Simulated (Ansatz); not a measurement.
**Rb (Im-3m): the Drude term of Re ε in the infrared**

Re ε of Rb (Im-3m) at low photon energies is read from one computed spectrum; the carriers' damping was typed as γ = 0.05 eV.

Symmetry: Im-3m, No. 229, cubic system. The conventional cell has a = 5.605 Å, b = 5.605 Å, c = 5.605 Å, α = 90.00°, β = 90.00°, γ = 90.00°.

Method: Ansatz 0.2.0, r2SCAN, independent particles, k-mesh 10×10×10 with interpolation inside its cells, Gaussian parameter 0.1 eV.

Launch of the response step: `ansatz run input.yaml --threads 4 --pin off --max-ram 8192MiB --backend cpu --events-out ev --progress --plain --runs-dir out`. The run took 14 s, on 4 threads of Intel(R) Xeon(R) Processor @ 2.70GHz, on a shared host.

```
photon energy E (eV)  wavelength (µm)    Re ε
                0.25             4.96       ?
                0.30             4.13  -164.1
                0.35             3.54  -121.0
                0.40             3.10   -92.7
                0.50             2.48   -59.0
                0.60             2.07   -40.6
                0.70             1.77   -29.4
```

A Drude term over a constant background gives Re ε = ε_b − ωp²/(E² + γ²), linear in 1/(E² + γ²).

Working, on the rows shown:

| x = 1/(E² + γ²) (eV⁻²) | y = Re ε |
| --- | --- |
| 10.8108 | -164.1 |
| 8 | -121 |
| 6.15385 | -92.7 |
| 3.9604 | -59 |
| 2.75862 | -40.6 |
| 2.03046 | -29.4 |

Means: x̄ = 5.619, ȳ = -84.467. Σ(x − x̄)(y − ȳ) = -870.2, Σ(x − x̄)² = 56.72. Slope = -870.2 / 56.72 = -15.34; intercept = ȳ − slope · x̄ = 1.7352. The line misses the rows shown by at most 0.029.

Question: Fill in the last column of the withheld row.

Answer: At x = 15.385 the line gives y = -234.28. The run gave -234.2, so the extrapolation is off by 0.081, 0.0 % of the range in the table.

Refitted with all rows, the slope is -15.34 and the intercept 1.7123. These give ωp = √(−slope) = 3.92 eV, against 3.92 eV from the program's Fermi-surface sum, and a background ε_b = 1.7 from interband transitions. The cell comes from an older database entry, whose edges can be off by a per cent or so. The values come from a sum over the points of one k-mesh and carry its error, which is largest for Fermi-surface quantities. Spin-orbit coupling is left out.

[Logs are printed without paths, hosts, clocks, repeated set-up lines and the standing remarks that a program may print on its own settings, such as how far it seeks lower states.]
